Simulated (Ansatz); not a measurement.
# C (Fd-3m, 2 atoms in the cell) under uniaxial strain along [110]

Aim: how do the optical modes of C (Fd-3m, 2 atoms in the cell) shift and split under this strain?

Main program and level: Ansatz 0.2.0; DFT LDA, scalar-relativistic, plane waves, PAW; PAW set soft_1.

This is a report of a sequence of runs, with most program output left out.

### Step 1. The structure

The structure is cubic, space group Fd-3m (No. 227). Conventional cell: a = 3.567 Å, b = 3.567 Å, c = 3.567 Å, α = 90.00°, β = 90.00°, γ = 90.00°. Nearest to C lie 4 C at 1.54 Å.

Coordinates:

```cif
data_structure
_symmetry_space_group_name_H-M 'Fd-3m:1'
_symmetry_Int_Tables_number 227
_cell_length_a 3.5667
_cell_length_b 3.5667
_cell_length_c 3.5667
_cell_angle_alpha 90.000
_cell_angle_beta 90.000
_cell_angle_gamma 90.000
_cell_volume 45.37
loop_
_atom_site_label
_atom_site_type_symbol
_atom_site_symmetry_multiplicity
_atom_site_Wyckoff_symbol
_atom_site_fract_x
_atom_site_fract_y
_atom_site_fract_z
_atom_site_occupancy
C1 C 8 a 0.50000 0.00000 0.50000 1
```

### Step 2. A rough relaxation first

The start is far from rest, so a relaxation with loose tolerances brings it close first.

File input.yaml:

```yaml
crystal:
  lattice:
    - [0.0, 1.78337, 1.78337]
    - [1.78337, 0.0, 1.78337]
    - [1.78337, 1.78337, 0.0]
  atoms:
    - { symbol: C, position: [0.5, 0.5, 0.5] }
    - { symbol: C, position: [0.75, 0.75, 0.75] }
kpoints:
  mp_grid: { grid: [10, 10, 10] }
hamiltonian:
  xc: lda
  pseudopotentials: { kind: paw, azcp: { folder: soft_1 }, xc_functional: pbe }
scf:
  occupations: { method: gaussian, width: 0.1 }
output:
  forces: true
  stress: true
  eigenvalues: true
relax:
  adjacent_minimum: "off"
  f_tol: 0.05
  max_steps: 80
  cell: { stress_tol: 0.5 }
```

Started as:

```console
ansatz run input.yaml --threads 4 --pin off --max-ram 10240MiB --backend cpu --events-out ev --progress --plain --runs-dir out
```

The job ended after 6.4 s (4 threads of Intel Xeon at 2.50GHz (Skylake/Cascade Lake), shared host; peak memory 0.27 GiB).

Step by step:

```tsv
step	energy less that of the first step (eV)	largest force component (eV/Å)	pressure (GPa)	volume (Å³)
1	0.0000	0.0000	-13.21	11.34
2	-0.0128	0.0000	-5.19	11.14
3	-0.0155	0.0000	0.20	11.01
4*	-0.0141	0.0000	-0.01	11.01
```

Relaxation steps marked * repeat the geometry before them on a plane-wave basis chosen anew for their cell, so energy and pressure can jump there.

The run keeps the 48 symmetry operations that it works with, so distortions that break them were not tested.

```tsv
conventional cell, symmetrised	before	after	change
a (Å)	3.567	3.531	-1.0 %
b (Å)	3.567	3.531	-1.0 %
c (Å)	3.567	3.531	-1.0 %
volume (Å³/atom)	5.67	5.51	-2.9 %
```

The relaxed structure:

```xyz
2
Lattice="0.0000 1.7657 1.7657 1.7657 0.0000 1.7657 1.7657 1.7657 0.0000" Properties=species:S:1:pos:R:3 pbc="T T T"
C     1.7657    1.7657    1.7657
C     2.6486    2.6486    2.6486
```

This step gave:

| Property | Result |
| --- | --- |
| pressure | -0.01498 GPa |
| gap on the k-mesh | 4.211 eV |
| volume per atom | 5.505 Å³ |

In this step the volume went from 5.67 to 5.51 Å³/atom.

### Step 3. Bringing the structure to rest

The cell and atoms are relaxed, since residual forces and stress would shift the frequencies.

File input.yaml:

```yaml
crystal:
  lattice:
    - [0.0, 1.7657494264, 1.7657494264]
    - [1.7657494264, 0.0, 1.7657494264]
    - [1.7657494264, 1.7657494264, 0.0]
  atoms:
    - { symbol: C, position: [0.5, 0.5, 0.5] }
    - { symbol: C, position: [0.75, 0.75, 0.75] }
kpoints:
  mp_grid: { grid: [12, 12, 12] }
hamiltonian:
  xc: lda
  pseudopotentials: { kind: paw, azcp: { folder: soft_1 }, xc_functional: pbe }
scf:
  occupations: { method: gaussian, width: 0.02 }
output:
  forces: true
  stress: true
  eigenvalues: true
  write_density: true
  write_potential: true
  elf: true
  volumetric_format: npy
relax:
  adjacent_minimum: "off"
  f_tol: 0.005
  max_steps: 80
  cell: { stress_tol: 0.05 }
```

Run time: 5.5 s. Hardware: 4 threads; peak memory 0.28 GiB.

Little changed from the start: no atom moved by 0.005 Å and no cell edge by 0.1 %.

Numbers from this step:

| Property | Result |
| --- | --- |
| pressure | -0.02143 GPa |
| gap on the k-mesh | 4.202 eV |

Electrostatic potential energy in the ac plane of a cell with a along [110], b along [-110] and c along [001] of the cube at fractional y = 0.000, with atoms of C within 0.2 Å of it. With pseudopotentials it is smooth inside the atoms' cores, unlike the true potential.

Values in eV, 9 rows by 14 columns, each cell a mean:
```
-41 -18   8  13  12  -3 -34 -41 -18   8  13  12  -3 -34
 -4   6  13  15  14  10   0  -4   6  13  15  14  10   0
 13  14  14  15  15  14  13  13  14  14  15  15  14  13
 15  15  14  14  14  14  15  15  15  14  14  14  14  15
 15  14  10   6   8  12  14  15  14  10   6   8  12  14
 14   9 -11 -30 -22   2  13  14   9 -11 -30 -22   2  13
  9   4 -28 -49 -42  -8   9   9   4 -28 -49 -42  -8   9
-20  -7 -14 -33 -25  -5 -14 -20  -7 -14 -33 -25  -5 -14
-48 -25   2   3   4  -9 -41 -48 -25   2   3   4  -9 -41
```
Columns run along a (5.0 Å; values clipped at the 3rd and 97th percentile), rows up along c (3.5 Å), edges of the conventional cell, whose origin can differ from the input's. Atoms in or near the plane, at fractional coordinates: C at (0.00, 0.00), C at (0.50, 0.00), C at (0.25, 0.25), C at (0.75, 0.25).

Valence density in the ac plane of a cell with a along [110], b along [-110] and c along [001] of the cube at fractional y = 0.000, with atoms of C within 0.2 Å of it. It is the smooth field of the valence electrons, not physical close to the nuclei.

Ten even steps from '0' (0.1 e/Å³) to '9' (1.8 e/Å³), each cell a mean:
```
96211489621148
52000145200014
10000011000001
00000000000000
00232100023210
01587310158731
24899632489963
78999987899998
99645799964579
```
Columns run along a (5.0 Å), rows up along c (3.5 Å), edges of the conventional cell, whose origin can differ from the input's. Atoms in or near the plane, at fractional coordinates: C at (0.00, 0.00), C at (0.50, 0.00), C at (0.25, 0.25), C at (0.75, 0.25).

ELF in the ac plane of a cell with a along [110], b along [-110] and c along [001] of the cube at fractional y = 0.000, with atoms of C within 0.2 Å of it. It is the smooth field of the valence electrons, not physical close to the nuclei.

Ten even steps from '_' (0.03) to '@' (0.90), each cell a mean:
```
::++==::--++--::++==::--++--
**==..____--++**==..____--++
::..________::::..________::
______....__________....____
__..--++==::____..--++==::__
..--++======::..--++======::
++##++..::##**++##++..::##**
**@@%%++##@@%%**@@%%++##@@%%
..**%%**##%%--..**%%**##%%--
```
Columns run along a (5.0 Å), rows up along c (3.5 Å), edges of the conventional cell, whose origin can differ from the input's. Atoms in or near the plane, at fractional coordinates: C at (0.00, 0.00), C at (0.50, 0.00), C at (0.25, 0.25), C at (0.75, 0.25).

In this step the volume went from 5.51 to 5.51 Å³/atom.

### Step 4. Tight relaxation

Phonons need small forces and stress, so the relaxation is finished with tight tolerances on 12×12×12 k points.

input.yaml, the sections that differ from step 3:

```yaml
scf:
  occupations: { method: fixed }
output:
  forces: true
  stress: true
  eigenvalues: true
relax:
  adjacent_minimum: "off"
  f_tol: 0.001
  max_steps: 60
  cell: { stress_tol: 0.01 }
# crystal, kpoints, hamiltonian: as in step 3
```

It took 5.7 s on 4 threads; peak memory 0.28 GiB; 5.3 s of CPU time.

Little changed from the start: no atom moved by 0.005 Å and no cell edge by 0.1 %.

This step gave:

| Property | Result |
| --- | --- |
| pressure | -0.008565 GPa |

The forces vanish by symmetry and the pressure is -0.009 GPa, within the tolerances set. The cell now holds 5.51 Å³/atom.

### Step 5. Modes at rest

The modes at rest are the reference of the series, and the response to a field gives the dielectric tensor and the Born charges.

input.yaml, the sections that differ from step 4:

```yaml
crystal:
  lattice:
    - [0.0, 1.7657332855, 1.7657332855]
    - [1.7657332855, 0.0, 1.7657332855]
    - [1.7657332855, 1.7657332855, 0.0]
  atoms:
    - { symbol: C, position: [0.5, 0.5, 0.5] }
    - { symbol: C, position: [0.75, 0.75, 0.75] }
output:
  eigenvalues: true
phonons:
  method: dfpt
  dielectric: true
  rigid_motions: translations
# kpoints, hamiltonian, scf: as in step 4
# relax: removed
```

Wall time 31 s (4 threads); peak memory 0.44 GiB.

Numbers from this step:

```yaml
sum_rule_residual_before_enforcement: 5.99e-4 eV/Å²
miss_of_the_charge_sum_rule: 3.66e-4 e
estimated_error_of_the_dielectric_tensor: 0.01503
estimated_error_of_the_born_charges: 0.004274 e
point_group: m-3m
highest_optical_mode_at_the_zone_centre_no_lo_to_term: 1323 cm⁻¹
lowest_optical_zone_centre_mode: 1323 cm⁻¹
mean_high_frequency_dielectric_constant: 5.764
largest_born_charge_third_of_the_trace: 0 e
mean_static_dielectric_constant: 5.764
top_of_the_zone_centre_spectrum_with_the_field: 1323 cm⁻¹
```

Patterns of degenerate modes are one choice out of their space. Modes at Γ:

```tsv
mode	frequency (cm⁻¹)	symmetry
1	0.0	acoustic
2	0.0	acoustic
3	0.0	acoustic
4	1322.6	T2g
5	1322.6	T2g
6	1322.6	T2g
```

Displacements in mode 4 (1322.6 cm⁻¹), the largest set to 1:
```
C1   0.00  0.05 -1.00
C2   0.00 -0.05  1.00
```

Optical modes at the zone centre, without and with the macroscopic field of the longitudinal modes; each column is sorted by frequency, so a row need not hold one and the same mode. Modes with and without the field, by row:

```tsv
rank among optical modes	no field (cm⁻¹)	q along (1, 0, 0) (cm⁻¹)
1	1323	1323
2	1323	1323
3	1323	1323
```

The Born charge (rows field, columns displacement) vanishes on all sites.

High-frequency dielectric tensor:

```
5.76 0.00 0.00
0.00 5.76 0.00
0.00 0.00 5.76
```

Static dielectric tensor (ions relaxed, fixed cell):

```
5.76 0.00 0.00
0.00 5.76 0.00
0.00 0.00 5.76
```

Before it was imposed, the acoustic sum rule was missed by 6.0e-4 eV/Å² and the charge sum rule by 3.7e-4 e. Small misses are needed for a sound result but don't prove that mesh and cutoff are converged. The lowest optical mode is real, 1323 cm⁻¹.

### Step 6. A member of the series: uniaxial strain of +4 % along [110]

The cell takes a uniaxial strain of +4 % along [110]. The strained length and the angles are held, while the rest of the cell and the atoms relax.

input.yaml, the sections that differ from step 5:

```yaml
crystal:
  lattice:
    - [0.0356726413, 1.8006899756, 1.7588699356]
    - [1.8006899756, 0.0356726413, 1.7588699356]
    - [1.836362617, 1.836362617, 1.0e-10]
  atoms:
    - { symbol: C, position: [0.500334529, 0.500334529, 0.499665471] }
    - { symbol: C, position: [0.749665471, 0.749665471, 0.750334529] }
  conventional_axes: [[0, 0, 1], [1, -1, 0], [1, 1, -1]]
output:
  forces: true
  stress: true
  eigenvalues: true
relax:
  adjacent_minimum: "off"
  f_tol: 0.001
  max_steps: 60
  cell: { stress_tol: 0.01, fix: [a, angles] }
# kpoints, hamiltonian, scf: as in step 5
# phonons: removed
```

It took 25 s on 4 threads; peak memory 0.33 GiB.

Relaxation path:

```tsv
step	energy less that of the first step (eV)	largest force component (eV/Å)	pressure (GPa)	volume (Å³)
1	0.0000	0.0111	-14.71	11.40
2	-0.0001	0.0073	-14.26	11.39
3	-0.0001	0.0005	-14.14	11.39
4*	-0.0001	0.0005	-14.15	11.39
5	-0.0001	0.0004	-14.14	11.39
6*	-0.0001	0.0004	-14.14	11.39
```

Relaxation steps marked * repeat the geometry before them on a plane-wave basis chosen anew for their cell, so energy and pressure can jump there.

Forces are held to the 8 operations that the run works with; a distortion that breaks them can't arise in this run.

```tsv
conventional cell, symmetrised	before	after	change
a (Å)	2.496	2.496	-0.0 %
b (Å)	2.597	2.597	+0.0 %
c (Å)	3.518	3.513	-0.1 %
volume (Å³/atom)	5.70	5.69	-0.1 %
```

Final coordinates:

```
C
1.0
     0.03580    1.80056    1.75667
     1.80056    0.03580    1.75667
     1.83636    1.83636    0.00000
C
2
Cartesian
  1.8364 1.8364 1.7580
  2.7545 2.7545 2.6336
```

This step gave:

| Property | Result |
| --- | --- |
| pressure | -14.14 GPa |
| gap on the k-mesh | 3.314 eV |
| volume per atom | 5.693 Å³ |

The largest force component left is 0.37 meV/Å.

### Step 7. Zone-centre modes of the member: uniaxial strain of +4 % along [110]

The zone-centre modes follow for uniaxial strain of +4 % along [110].

input.yaml, the sections that differ from step 6:

```yaml
crystal:
  lattice:
    - [0.0358044281, 1.8005581888, 1.7566652148]
    - [1.8005581888, 0.0358044281, 1.7566652148]
    - [1.836362617, 1.836362617, 1.0e-10]
  atoms:
    - { symbol: C, position: [0.5003934421, 0.5003934421, 0.4996065579] }
    - { symbol: C, position: [0.7496065579, 0.7496065579, 0.7503934421] }
output:
  eigenvalues: true
phonons:
  method: dfpt
# kpoints, hamiltonian, scf: as in step 6
# relax: removed
```

It took 23 s on 4 threads; peak memory 0.42 GiB; 29 s of CPU time.

Numbers from this step:

| Quantity | Value |
| --- | --- |
| sum-rule residual before enforcement | 9.78e-5 eV/Å² |
| point group | mmm |
| highest optical mode at the zone centre (no LO-TO term) | 1326 cm⁻¹ |
| lowest optical zone-centre mode | 1214 cm⁻¹ |

Patterns of degenerate modes are one choice out of their space. Modes at Γ:

```tsv
mode	frequency (cm⁻¹)	symmetry
1	0.0	acoustic
2	0.0	acoustic
3	0.0	acoustic
4	1213.6	B3g
5	1289.4	Ag
6	1326.5	B2g
```

Displacements in mode 4 (1213.6 cm⁻¹), the largest set to 1:
```
C1   1.00  1.00  0.00
C2  -1.00 -1.00  0.00
```

Displacements in mode 5 (1289.4 cm⁻¹), the largest set to 1:
```
C1   0.00  0.00 -1.00
C2   0.00  0.00  1.00
```

The lowest optical mode is real, 1214 cm⁻¹, and the highest lies at 1326.5 cm⁻¹.

### Step 8. A member of the series: uniaxial strain of -4 % along [110]

The cell takes a uniaxial strain of -4 % along [110]. The strained length and the angles are held, while the rest of the cell and the atoms relax.

input.yaml, the sections that differ from step 7:

```yaml
crystal:
  lattice:
    - [-0.0355527891, 1.7306567431, 1.772965335]
    - [1.7306567431, -0.0355527891, 1.772965335]
    - [1.6951039539, 1.6951039539, 0.0]
  atoms:
    - { symbol: C, position: [0.4994235258, 0.4994235258, 0.5005764742] }
    - { symbol: C, position: [0.7505764742, 0.7505764742, 0.7494235258] }
  conventional_axes: [[0, 0, 1], [1, -1, 0], [1, 1, -1]]
output:
  forces: true
  stress: true
  eigenvalues: true
relax:
  adjacent_minimum: "off"
  f_tol: 0.001
  max_steps: 60
  cell: { stress_tol: 0.01, fix: [a, angles] }
# kpoints, hamiltonian, scf: as in step 7
# phonons: removed
```

The job ended after 30 s (4 threads; peak memory 0.32 GiB).

The steps of the relaxation:

```tsv
step	energy less that of the first step (eV)	largest force component (eV/Å)	pressure (GPa)	volume (Å³)
1	0.0000	0.0748	18.87	10.62
2	-0.0001	0.0408	18.22	10.63
3	-0.0001	0.0056	17.96	10.63
4	-0.0001	0.0000	18.05	10.63
5	-0.0001	0.0003	18.04	10.63
6	-0.0001	0.0001	18.04	10.63
7*	-0.0001	0.0001	18.06	10.63
8	-0.0001	0.0000	18.03	10.63
9*	-0.0001	0.0000	18.03	10.63
```

Relaxation steps marked * repeat the geometry before them on a plane-wave basis chosen anew for their cell, so energy and pressure can jump there.

Forces are held to the 8 operations that the run works with; a distortion that breaks them can't arise in this run.

```tsv
conventional cell, symmetrised	before	after	change
a (Å)	2.397	2.397	-0.0 %
b (Å)	2.498	2.498	+0.0 %
c (Å)	3.546	3.551	+0.1 %
volume (Å³/atom)	5.31	5.32	+0.1 %
```

Final coordinates:

```xyz
2
Lattice="-0.0356 1.7307 1.7755 1.7307 -0.0356 1.7755 1.6951 1.6951 0.0000" Properties=species:S:1:pos:R:3 pbc="T T T"
C     1.6951    1.6951    1.7726
C     2.5427    2.5427    2.6661
```

Numbers from this step:

| Property | Result |
| --- | --- |
| pressure | 18.03 GPa |
| gap on the k-mesh | 3.813 eV |
| volume per atom | 5.316 Å³ |

The largest force component left is 0.033 meV/Å.

### Step 9. Modes of this member: uniaxial strain of -4 % along [110]

The zone-centre modes follow for uniaxial strain of -4 % along [110].

input.yaml, the sections that differ from step 8:

```yaml
crystal:
  lattice:
    - [-0.0356047683, 1.7307087223, 1.775465571]
    - [1.7307087223, -0.0356047683, 1.775465571]
    - [1.6951039539, 1.6951039539, 0.0]
  atoms:
    - { symbol: C, position: [0.4991789898, 0.4991789898, 0.5008210102] }
    - { symbol: C, position: [0.7508210102, 0.7508210102, 0.7491789898] }
output:
  eigenvalues: true
phonons:
  method: dfpt
# kpoints, hamiltonian, scf: as in step 8
# relax: removed
```

Elapsed: 14 s, on 4 threads; peak memory 0.41 GiB.

Numbers from this step:

```
sum-rule residual before enforcement                    : 6.92e-4 eV/Å²
highest optical mode at the zone centre (no LO-TO term) : 1422 cm⁻¹
lowest optical zone-centre mode                         : 1323 cm⁻¹
```

Patterns of degenerate modes are one choice out of their space. Modes at Γ:

```tsv
mode	frequency (cm⁻¹)	symmetry
1	0.0	acoustic
2	0.0	acoustic
3	0.0	acoustic
4	1322.8	B3g
5	1360.2	Ag
6	1422.0	B2g
```

The lowest optical mode is real, 1323 cm⁻¹, and the highest lies at 1422.0 cm⁻¹.

### Step 10. All members side by side

The members are set side by side, also those not shown above.

Stress is positive in compression; energies are extrapolated to zero smearing, and E0 is that at rest; the edges not held and the atoms are relaxed in each cell. State of the crystal along the series:

```tsv
strain (%)	stress along the axis (GPa)	free strain along [-110] (%)	free strain along [001] (%)	E - E0 (meV/atom)	gap on mesh (eV)
-4	54.1	0.03286	0.5512	35.89	3.813
-3	39.39	0.02697	0.4096	19.76	3.925
-2	25.48	0.01953	0.2698	8.612	4.027
-1	12.36	0.01023	0.1335	2.106	4.119
0	-0.008565	0	0	0	4.202
1	-11.64	-0.01275	-0.1325	2.018	4.014
2	-22.57	-0.02604	-0.2619	7.913	3.818
3	-32.83	-0.04055	-0.3887	17.41	3.568
4	-42.41	-0.05547	-0.5136	30.28	3.314
```

Optical modes are counted from below at rest and tracked from member to member by their patterns, and modes that stay within 0.3 cm⁻¹ of each other stand once; labels, where given, are those at rest; the edges not held and the atoms are relaxed in each cell. Optical modes along the series:

```tsv
strain (%)	optical mode 1 T2g, moving along [110] (cm⁻¹)	optical mode 2 T2g, moving along [001] (cm⁻¹)	optical mode 3 T2g, moving along [-110] (cm⁻¹)
-4	1422	1360	1323
-3	1398	1350	1322
-2	1374	1341	1322
-1	1348	1332	1322
0	1323	1323	1323
1	1296	1314	1323
2	1269	1306	1324
3	1242	1297	1325
4	1214	1289	1326
```

Value and slope at zero strain of a cubic (a lower polynomial where under five rows exist) through the rows within 2 % of rest. Slopes at rest:

```tsv
mode	frequency (cm⁻¹)	shift per percent of strain (cm⁻¹)	shift per GPa of compressive stress (cm⁻¹)
optical mode 1 T2g, moving along [110]	1323	-26.17	2.18
optical mode 2 T2g, moving along [001]	1323	-8.81	0.73
optical mode 3 T2g, moving along [-110]	1323	0.49	-0.04
```

### Step 11. What came out

```yaml
members: 9
highest_optical_mode_at_the_zone_centre_no_lo_to_term_at_rest: 1323 cm⁻¹
young_s_modulus_along_110: 1200 GPa
optical_mode_1_t2g_moving_along_110_shift_per_percent: -26.17 cm⁻¹
optical_mode_2_t2g_moving_along_001_shift_per_percent: -8.81 cm⁻¹
optical_mode_3_t2g_moving_along_minus_110_shift_per_percent: 0.49 cm⁻¹
```

What this shows: The stress changes by 12.00 GPa for each percent, a Young’s modulus of 1200 GPa along [110]. For each percent the free edges respond with -0.01 % along [-110] and -0.13 % along [001]. The strain lowers the symmetry: the level at 1322.6 cm⁻¹ splits, into 1422.0, 1360.2 and 1322.8 cm⁻¹ at -4 %. Within 2 % of rest optical mode 3 T2g, moving along [-110] bends away from a straight line, so a single slope holds only near rest. The fastest shift in the table of slopes is -26.2 cm⁻¹ for each percent (optical mode 1 T2g, moving along [110]), or 2.2 cm⁻¹ for each GPa of compressive stress. For small strain, the measured shift of a line that Raman or infrared light can see, divided by its slope, estimates the stress, if the state of stress is of this kind. These are harmonic frequencies at zero temperature: anharmonic shifts, linewidths and thermal expansion are left out. The PAW files were made for PBE; the program adapts parts of them to the functional of the run, but their partial waves stay those of PBE, an approximation that was not tested in this session. Only the zone centre was solved, so an instability at another wavevector cannot show here.

[Logs are printed without paths, hosts, clocks, repeated set-up lines and the standing remarks that a program may print on its own settings, such as how far it seeks lower states.]

[Hosts, paths, dates, database ids (printed as entryN), source tags and the programs' standing remarks are cut or masked in the printed files.]
